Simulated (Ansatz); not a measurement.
# CuBiSeO (P4/nmm): G0W0 under other settings

A base run on CuBiSeO (P4/nmm), then changed inputs.

Main program and level: Ansatz 0.2.0; G0W0 on r2SCAN, plane waves, PAW; PAW set soft_1.

In doubt: one-shot GW on d or f shells is unsure, so the values of those runs are not to be relied on.

## 1. The starting structure

Symmetry: P4/nmm, No. 129, tetragonal system. Conventional cell: a = 3.922 Å, b = 3.922 Å, c = 8.913 Å, α = 90.00°, β = 90.00°, γ = 90.00°. Nearest to Cu lie 4 Se at 2.50 Å and 4 Cu at 2.77 Å. Nearest to Bi lie 4 O at 2.32 Å and 4 Se at 3.24 Å. Nearest to Se lie 4 Cu at 2.50 Å and 4 Bi at 3.24 Å. Nearest to O lie 4 Bi at 2.32 Å. Farther neighbours and most contacts between anions are not listed.

Geometry: measured lattice cell, ions relaxed with r2SCAN; the structure entry is the Materials Project's. The runs that relaxed it are not among those shown. Spin-orbit coupling is left out unless a step names it.

## 2. The base run: 4×4×2 mesh, 409 empty bands, screening to 120 eV, PAW set soft_1 files

Now the one-shot GW correction: screening in the RPA, then the self-energy of the levels asked for. This step takes PAW set soft_1 files.

Contents of input.yaml:

```yaml
crystal:
  lattice:
    - [3.9221, 0.0, 0.0]
    - [0.0, 3.9221, 0.0]
    - [0.0, 0.0, 8.9133]
  atoms:
    - { symbol: Cu, position: [0.0, 0.0, 0.5] }
    - { symbol: Cu, position: [0.5, 0.5, 0.5] }
    - { symbol: Bi, position: [0.0, 0.5, 0.8600640328] }
    - { symbol: Bi, position: [0.5, 0.0, 0.1399359672] }
    - { symbol: Se, position: [0.5, 0.0, 0.6731283907] }
    - { symbol: Se, position: [0.0, 0.5, 0.3268716093] }
    - { symbol: O, position: [0.5, 0.5, 0.0] }
    - { symbol: O, position: [0.0, 0.0, 0.0] }
kpoints:
  mp_grid: { grid: [4, 4, 2] }
hamiltonian:
  xc: r2scan
  pseudopotentials: { kind: paw, azcp: { folder: soft_1 } }
scf:
  occupations: { method: fixed }
gw:
  n_empty_bands: 409
  ecut_chi: 120
  qp_bands: [v2, c2]
  qp_kpoints: band_edges
  screening: { model: contour_deformation }
```

Command:

```sh
$ ansatz run input.yaml --threads 24 --pin off --max-ram 82944MiB --backend cuda --events-out ev --progress --plain --runs-dir out --devices 1 --max-vram 78GiB
```

Numbers of over 12 decimals in the logs are rounded to 6 here.

Log:

```text
GPUs: using 1 of 1 available (devices: 1).
Engine: ansatz 0.2.0, aarch64-unknown-linux-gnu
Pseudopotentials: kind: paw
Pseudopotential: Cu, paw, valence charge 19, recommended cutoff 500 eV (meta_gga), soft_1/Cu.paw.azcp
Pseudopotential: Bi, paw, valence charge 15, recommended cutoff 500 eV (meta_gga), soft_1/Bi.paw.azcp
Pseudopotential: Se, paw, valence charge 16, recommended cutoff 500 eV (meta_gga), soft_1/Se.paw.azcp
Pseudopotential: O, paw, valence charge 6, recommended cutoff 500 eV (meta_gga), soft_1/O.paw.azcp
Functional definition: r2SCAN
  parameter k0 = 0.174
  parameter k1 = 0.065
  parameter a1 = 4.9479
  exchange = r2scan_x(k0 = k0, k1 = k1, a1 = a1)
  correlation = r2scan_c
[...]
Crystal: 8 atoms, lattice volume = 137.112 Å³
Basis set: ecut = 500 eV, 3465 PW (Γ), exchange–correlation on 120×120×288 points (64 copies of the dense FFT grid, shifted against one another)
Bands: 68, of which v1, the nominal top of the filled ones, is band 56 counted from 1 (55 counted from 0)
Symmetry: 16 space group operations
Space group: P4/nmm (ITA 129), of the structure as read, at distance tolerance 5.2e-5 Å
k-points: 12 of 32
Non-local potential: Cu, projectors of the file, l = 0: 3, l = 1: 2, l = 2: 3, l = 3: 1
Non-local potential: Bi, projectors of the file, l = 0: 2, l = 1: 2, l = 2: 2, l = 3: 1
Non-local potential: Se, projectors of the file, l = 0: 2, l = 1: 2, l = 2: 3, l = 3: 1
Non-local potential: O, projectors of the file, l = 0: 2, l = 1: 2, l = 2: 1
PAW form: soft (Blöchl's): semilocal exchange-correlation on the pseudo side does not see the compensation charge
PAW frozen core: Cu, regenerated for the run's functional (the file was generated under x = pbe(κ = 0.804, μ = 0.219515), c = pbe(β = 0.066725))
PAW frozen core: Bi, regenerated for the run's functional (the file was generated under x = pbe(κ = 0.804, μ = 0.219515), c = pbe(β = 0.066725))
PAW frozen core: Se, regenerated for the run's functional (the file was generated under x = pbe(κ = 0.804, μ = 0.219515), c = pbe(β = 0.066725))
PAW frozen core: O, regenerated for the run's functional (the file was generated under x = pbe(κ = 0.804, μ = 0.219515), c = pbe(β = 0.066725))
PAW one-centre angular grid: Cu, 590 points (default); XC on 160 Gauss nodes
PAW one-centre angular grid: Bi, 590 points (default); XC on 160 Gauss nodes
PAW one-centre angular grid: Se, 590 points (default); XC on 160 Gauss nodes
[...]
Initial density: superposition of atomic densities (chi_scale 0.1, normalization cell, long waves 63 % of neutral atoms (reshape's long-wave potential 1.63 eV rms, cloud 2.68 Å wide))
Initial wavefunctions: pseudopotential atomic-orbital guess
[...]
Functional: x = r2scan, c = r2scan; τ floored in thin density (d = 2e-4 eV/Å³)
[...]
SCF iter   4: F=—  HF=-50183.130317 eV  |F-HF|=—  |Δ(HF+E_count)|=   2.35e-1  Δρ=2.16e-2  dr2=5.34e-1  dr2_τ=3.09e-2  ethr=2.34e-3  ⟨swp⟩=2.0  Hψ=1117  notcnv=0  defer=112
SCF iter   5: F=—  HF=-50183.123562 eV  |F-HF|=—  |Δ(HF+E_count)|=   6.75e-3  Δρ=1.08e-2  dr2=9.49e-2  dr2_τ=2.48e-3  ethr=4.76e-4  ⟨swp⟩=2.0  Hψ=1092  notcnv=0  defer=120
SCF iter   6: F=—  HF=-50183.141628 eV  |F-HF|=—  |Δ(HF+E_count)|=   1.81e-2  Δρ=3.64e-3  dr2=2.38e-2  dr2_τ=4.04e-4  ethr=8.47e-5  ⟨swp⟩=2.2  Hψ=1085  notcnv=0  defer=120
[...]
SCF iter  10: F=—  HF=-50183.140519 eV  |F-HF|=—  |Δ(HF+E_count)|=   2.05e-5  Δρ=5.74e-5  dr2=3.80e-6  dr2_τ=6.16e-8  ethr=6.23e-8  ⟨swp⟩=2.0  Hψ=944  notcnv=0  defer=67
[...]
SCF 1 converged in 12 iterations: F = -50183.140519 eV  dr2 = 4.51e-8
[...]
SCF converged after 12 iterations
[...]
--- G₀W₀: contour deformation, 8 samples at zero and on the imaginary axis and 1 off it, 32 q-points, 409 empty bands' worth ---
  eigenvalues of the whole cell's RPA ε∞ on this k-mesh (on a slab, of 1 + 4πα/V) = 11.3945, 19.8645, 19.8645; static W/v taken at q = 0 is 0.057243
  bands read: the sum over 465 bands ends inside a degenerate multiplet in 7 slots, whose members it reads at an even weight; the widest, k=0: bands 465 to 466 (counted from 1) at 1/2 each
  gw.qp_kpoints: band_edges: 10 of 12 stored k-points solved, in 1 pass; an edge of the gap read off the rows below is read off those points alone
    valence top: of the k-points left out ik 8 came nearest to being solved in a further pass, in band 56 (counted from 1, as in the quasiparticle table): it holds the edge there only if its correction is more favourable than any solved in that band by at least 0.823 eV; those differ by 0.128 eV
    conduction bottom: of the k-points left out ik 11 came nearest to being solved in a further pass, in band 57 (counted from 1, as in the quasiparticle table): it holds the edge there only if its correction is more favourable than any solved in that band by at least 1.398 eV; those differ by 0.151 eV
    ik  band        ε_KS         Σx   Σc(E_QP)       V_xc       Z   E_QP_lin       E_QP  E_QP is
     0    55     11.8481   -30.9947     4.5853   -26.4093  0.6941    11.8481    11.8480  root
     0    56     11.8481   -30.9947     4.5853   -26.4093  0.6941    11.8481    11.8480  root
     0    57     12.8093   -11.4220    -3.4502   -14.9672  0.7698    12.9048    12.9043  root
     0    58     13.4583   -10.7809    -3.5905   -14.4525  0.7656    13.5398    13.5394  root
     1    55     12.1668   -31.8015     4.6332   -27.1929  0.6986    12.1913    12.1914  root
     1    56     12.1668   -31.8015     4.6332   -27.1929  0.6986    12.1913    12.1914  root
     1    57     12.7858    -9.6906    -3.8209   -13.5600  0.7757    12.8344    12.8343  root
     1    58     12.9063   -15.8924    -2.4757   -18.5212  0.7547    13.0608    13.0595  root
[...]
10    55     11.0444   -43.6149     8.0010   -35.7419  0.6323    11.1712    11.1724  root
    10    56     11.0444   -43.6149     8.0010   -35.7419  0.6323    11.1712    11.1724  root
    10    57     13.1656   -14.7349    -2.6814   -17.5710  0.7565    13.3217    13.3204  root
    10    58     13.1656   -14.7349    -2.6814   -17.5710  0.7565    13.3217    13.3204  root
```

Run time: 12 s. Hardware: 1 × NVIDIA GB200 (shared by 2 runs) with 24 threads of Arm Neoverse V2, shared host; peak memory 2.4 GiB.

The column dr2 measures how far the density is from self-consistency, as an energy; F and HF (Harris–Foulkes) agree once it is small.

Numbers from this step:

```
bands summed                                 : 465
RPA ε∞ on this mesh (eigenvalues)            : 11.39, 19.86, 19.86
plane waves in the screening matrix          : 419
q-points in the mesh                         : 32
G0W0 gap on the mesh                         : 0.6177 eV
k of the valence top                         : 0, 0.25, -0.5
k of the conduction bottom                   : 0, 0, -0.5
starting gap on the mesh                     : 0.5878 eV
Z at the valence top                         : 0.6996
Z at the conduction bottom                   : 0.7757
least direct G0W0 gap on the computed points : 0.6429 eV
```

The gap on the mesh goes from 0.59 eV to 0.62 eV, a correction of +0.03 eV. Between the two edge states, bare exchange in place of the xc potential would open the gap by 8.48 eV, and correlation takes back 8.45 eV.

## 3. Variant: wider window of levels

input.yaml: that of step 2 with these lines changed.

```diff
@@ -22,6 +22,6 @@
 gw:
-  n_empty_bands: 409
-  ecut_chi: 120
-  qp_bands: [v2, c2]
-  qp_kpoints: band_edges
+  n_empty_bands: 311
+  ecut_chi: 100
+  qp_bands: [v6, c6]
+  qp_kpoints: [[0, 0, 0]]
   screening: { model: contour_deformation }
```

Log:

```text
GPUs: using 1 of 1 available (devices: 1).
[...]
Crystal: 8 atoms, lattice volume = 137.112 Å³
Basis set: ecut = 500 eV, 3465 PW (Γ), exchange–correlation on 120×120×288 points (64 copies of the dense FFT grid, shifted against one another)
Bands: 68, of which v1, the nominal top of the filled ones, is band 56 counted from 1 (55 counted from 0)
[... 1 set-up line as in the run before ...]
[...]
k-points: 12 of 32
[...]
SCF iter   1: F=—  HF=-50190.386238 eV  |F-HF|=—  |Δ(HF+E_count)|=         —  Δρ=1.01e-1  dr2=4.84e1  dr2_τ=1.03e-1  ethr=3.10e-3  ⟨swp⟩=4.8  Hψ=2478  notcnv=0  defer=115
[...]
SCF iter   6: F=—  HF=-50183.141628 eV  |F-HF|=—  |Δ(HF+E_count)|=   1.81e-2  Δρ=3.64e-3  dr2=2.38e-2  dr2_τ=4.04e-4  ethr=8.47e-5  ⟨swp⟩=2.2  Hψ=1085  notcnv=0  defer=120
[...]
SCF iter  10: F=—  HF=-50183.140519 eV  |F-HF|=—  |Δ(HF+E_count)|=   2.05e-5  Δρ=5.74e-5  dr2=3.80e-6  dr2_τ=6.16e-8  ethr=6.23e-8  ⟨swp⟩=2.0  Hψ=944  notcnv=0  defer=67
[...]
SCF iter  12: F=-50183.140519 eV  HF=-50183.140519 eV  |F-HF|=4.71e-8  |Δ(HF+E_count)|=   4.55e-8  Δρ=5.89e-6  dr2=4.51e-8  dr2_τ=5.60e-9  ethr=8.93e-11  ⟨swp⟩=10.5  Hψ=3712  notcnv=0
SCF 1 converged in 12 iterations: F = -50183.140519 eV  dr2 = 4.51e-8
[...]
NSCF: frozen V_eff on 12 k-points
[...]
G₀W₀ screening: q 1/12
[... further progress lines ...]
SCF converged after 12 iterations
Free energy (F): -50183.140519 eV
[...]
Internal energy: -50183.140519 eV  (E = F + TS)
E sigma→0 (E₀):  -50183.140519 eV
Fermi energy:    12.197941 eV
[...]
--- Band table (eV; the first three rows and the last of 12) ---
  k-point 0: bands = [... 52 lower, 11.0543, 11.4380, 11.8481, 11.8481, 12.8093, 13.4583, 15.7414, 15.7414]
  k-point 1: bands = [... 52 lower, 11.0543, 11.4433, 12.1668, 12.1668, 12.7858, 12.9063, 14.9596, 14.9596]
  k-point 2: bands = [... 52 lower, 11.3722, 11.5982, 11.8531, 12.0166, 14.0265, 14.4486, 14.5919, 15.3284]
  k-point 11: bands = [... 52 lower, 10.4788, 10.4788, 11.2170, 11.2170, 14.1837, 14.1837, 15.0523, 15.0523]
[...]
0    51     10.8258   -40.3857     7.5634   -32.8731  0.6318    10.8763    10.8765  root
     0    52     10.8258   -40.3857     7.5634   -32.8731  0.6318    10.8763    10.8765  root
     0    53     11.0543   -48.0382     8.9274   -39.2621  0.6197    11.2041    11.2057  root
     0    54     11.4380   -28.7268     4.3523   -24.3304  0.6966    11.3938    11.3939  root
     0    55     11.8481   -30.9947     4.5984   -26.4093  0.6948    11.8611    11.8612  root
     0    56     11.8481   -30.9947     4.5984   -26.4093  0.6948    11.8611    11.8612  root
     0    57     12.8093   -11.4220    -3.3967   -14.9672  0.7704    12.9591    12.9578  root
     0    58     13.4583   -10.7809    -3.5271   -14.4525  0.7659    13.6041    13.6028  root
     0    59     15.7414   -12.4805    -3.7444   -16.4742  0.7428    15.9945    15.9906  root
     0    60     15.7414   -12.4805    -3.7444   -16.4742  0.7428    15.9945    15.9906  root
     0    61     16.0919   -11.2795    -3.9213   -15.3645  0.7533    16.2573    16.2557  root
     0    62     16.5965   -10.7881    -4.2100   -15.2796  0.7345    16.8836    16.8780  root
```

The job ended after 4.7 s (1 × NVIDIA GB200 (shared by 2 runs) with 24 threads; peak memory 2.1 GiB; 18 s of CPU time).

Absolute levels on the run's own zero. QP, by row:

| k index | band | KS (eV) | Sigma_x (eV) | Sigma_c (eV) | Vxc (eV) | Z | QP linearised (eV) | QP (eV) | source | doubts |
| --- | --- | --- | --- | --- | --- | --- | --- | --- | --- | --- |
| 0 | 51 | 10.83 | -40.39 | 7.563 | -32.87 | 0.6318 | 10.88 | 10.88 | root |  |
| 0 | 52 | 10.83 | -40.39 | 7.563 | -32.87 | 0.6318 | 10.88 | 10.88 | root |  |
| 0 | 53 | 11.05 | -48.04 | 8.927 | -39.26 | 0.6197 | 11.2 | 11.21 | root |  |
| 0 | 54 | 11.44 | -28.73 | 4.352 | -24.33 | 0.6966 | 11.39 | 11.39 | root |  |
| 0 | 55 | 11.85 | -30.99 | 4.598 | -26.41 | 0.6948 | 11.86 | 11.86 | root |  |
| 0 | 56 | 11.85 | -30.99 | 4.598 | -26.41 | 0.6948 | 11.86 | 11.86 | root |  |
| 0 | 57 | 12.81 | -11.42 | -3.397 | -14.97 | 0.7704 | 12.96 | 12.96 | root |  |
| 0 | 58 | 13.46 | -10.78 | -3.527 | -14.45 | 0.7659 | 13.6 | 13.6 | root |  |
| 0 | 59 | 15.74 | -12.48 | -3.744 | -16.47 | 0.7428 | 15.99 | 15.99 | root |  |
| 0 | 60 | 15.74 | -12.48 | -3.744 | -16.47 | 0.7428 | 15.99 | 15.99 | root |  |
| 0 | 61 | 16.09 | -11.28 | -3.921 | -15.36 | 0.7533 | 16.26 | 16.26 | root |  |
| 0 | 62 | 16.6 | -10.79 | -4.21 | -15.28 | 0.7345 | 16.88 | 16.88 | root |  |

Against the base:

| setting | base | variant |
| --- | --- | --- |
| empty bands | 409 | 311 |
| screening cutoff (eV) | 120 | 100 |
| levels asked | v2 to c2 | v6 to c6 |
| points asked | band edges | [[0, 0, 0]] |

## 4. Outcome

```json
{"base": "0.62 eV, 12 s", "wider window of levels": "direct gap at the listed points 1.10 eV, 4.7 s"}
```

**Reading.** Wider window of levels: only the listed points were computed; the least direct gap there is 1.10 eV, with empty bands, screening cutoff, levels asked and points asked changed against the base. All runs here use a coarse mesh and modest cutoffs; they test settings and are not final values. The 4×4×2 mesh is coarse for this cell (its supercell is 16 Å along the shortest edge). The RPA ε∞ on it, from the r2SCAN start, is 11.39 and 19.86; such meshes misread the long-range screening, most where the gap is narrow. Where an edge is built on 6p states of lead, bismuth or thallium, scalar-relativistic gaps usually stand too wide, by a few tenths to over one eV. With atoms this heavy and so narrow a gap, spin-orbit coupling can invert the bands. These scalar-relativistic gaps are then model values, not to be set against experiment, and a spin-orbit change taken from DFT can't simply be added. A d shell, filled or nearly so, lies near the gap. One-shot GW converges very slowly in bands there, not always from below, and on a semilocal start the gap tends to come out low; starts rich in exact exchange can overshoot instead.

[Paths, hosts, dates, memory and timing lines, banners, echoed tables and standing remarks are left out of the program output.]

[Logs are printed without paths, hosts, clocks, repeated set-up lines and the standing remarks that a program may print on its own settings, such as how far it seeks lower states.]

[Runs of the session that timed out or met a known fault of the program may be left out.]

[Cells called generated may have been cut or substituted from an entry of the Crystallography Open Database or the Materials Project.]

[Hosts, paths, dates, database ids (printed as entryN), source tags and the programs' standing remarks are cut or masked in the printed files.]
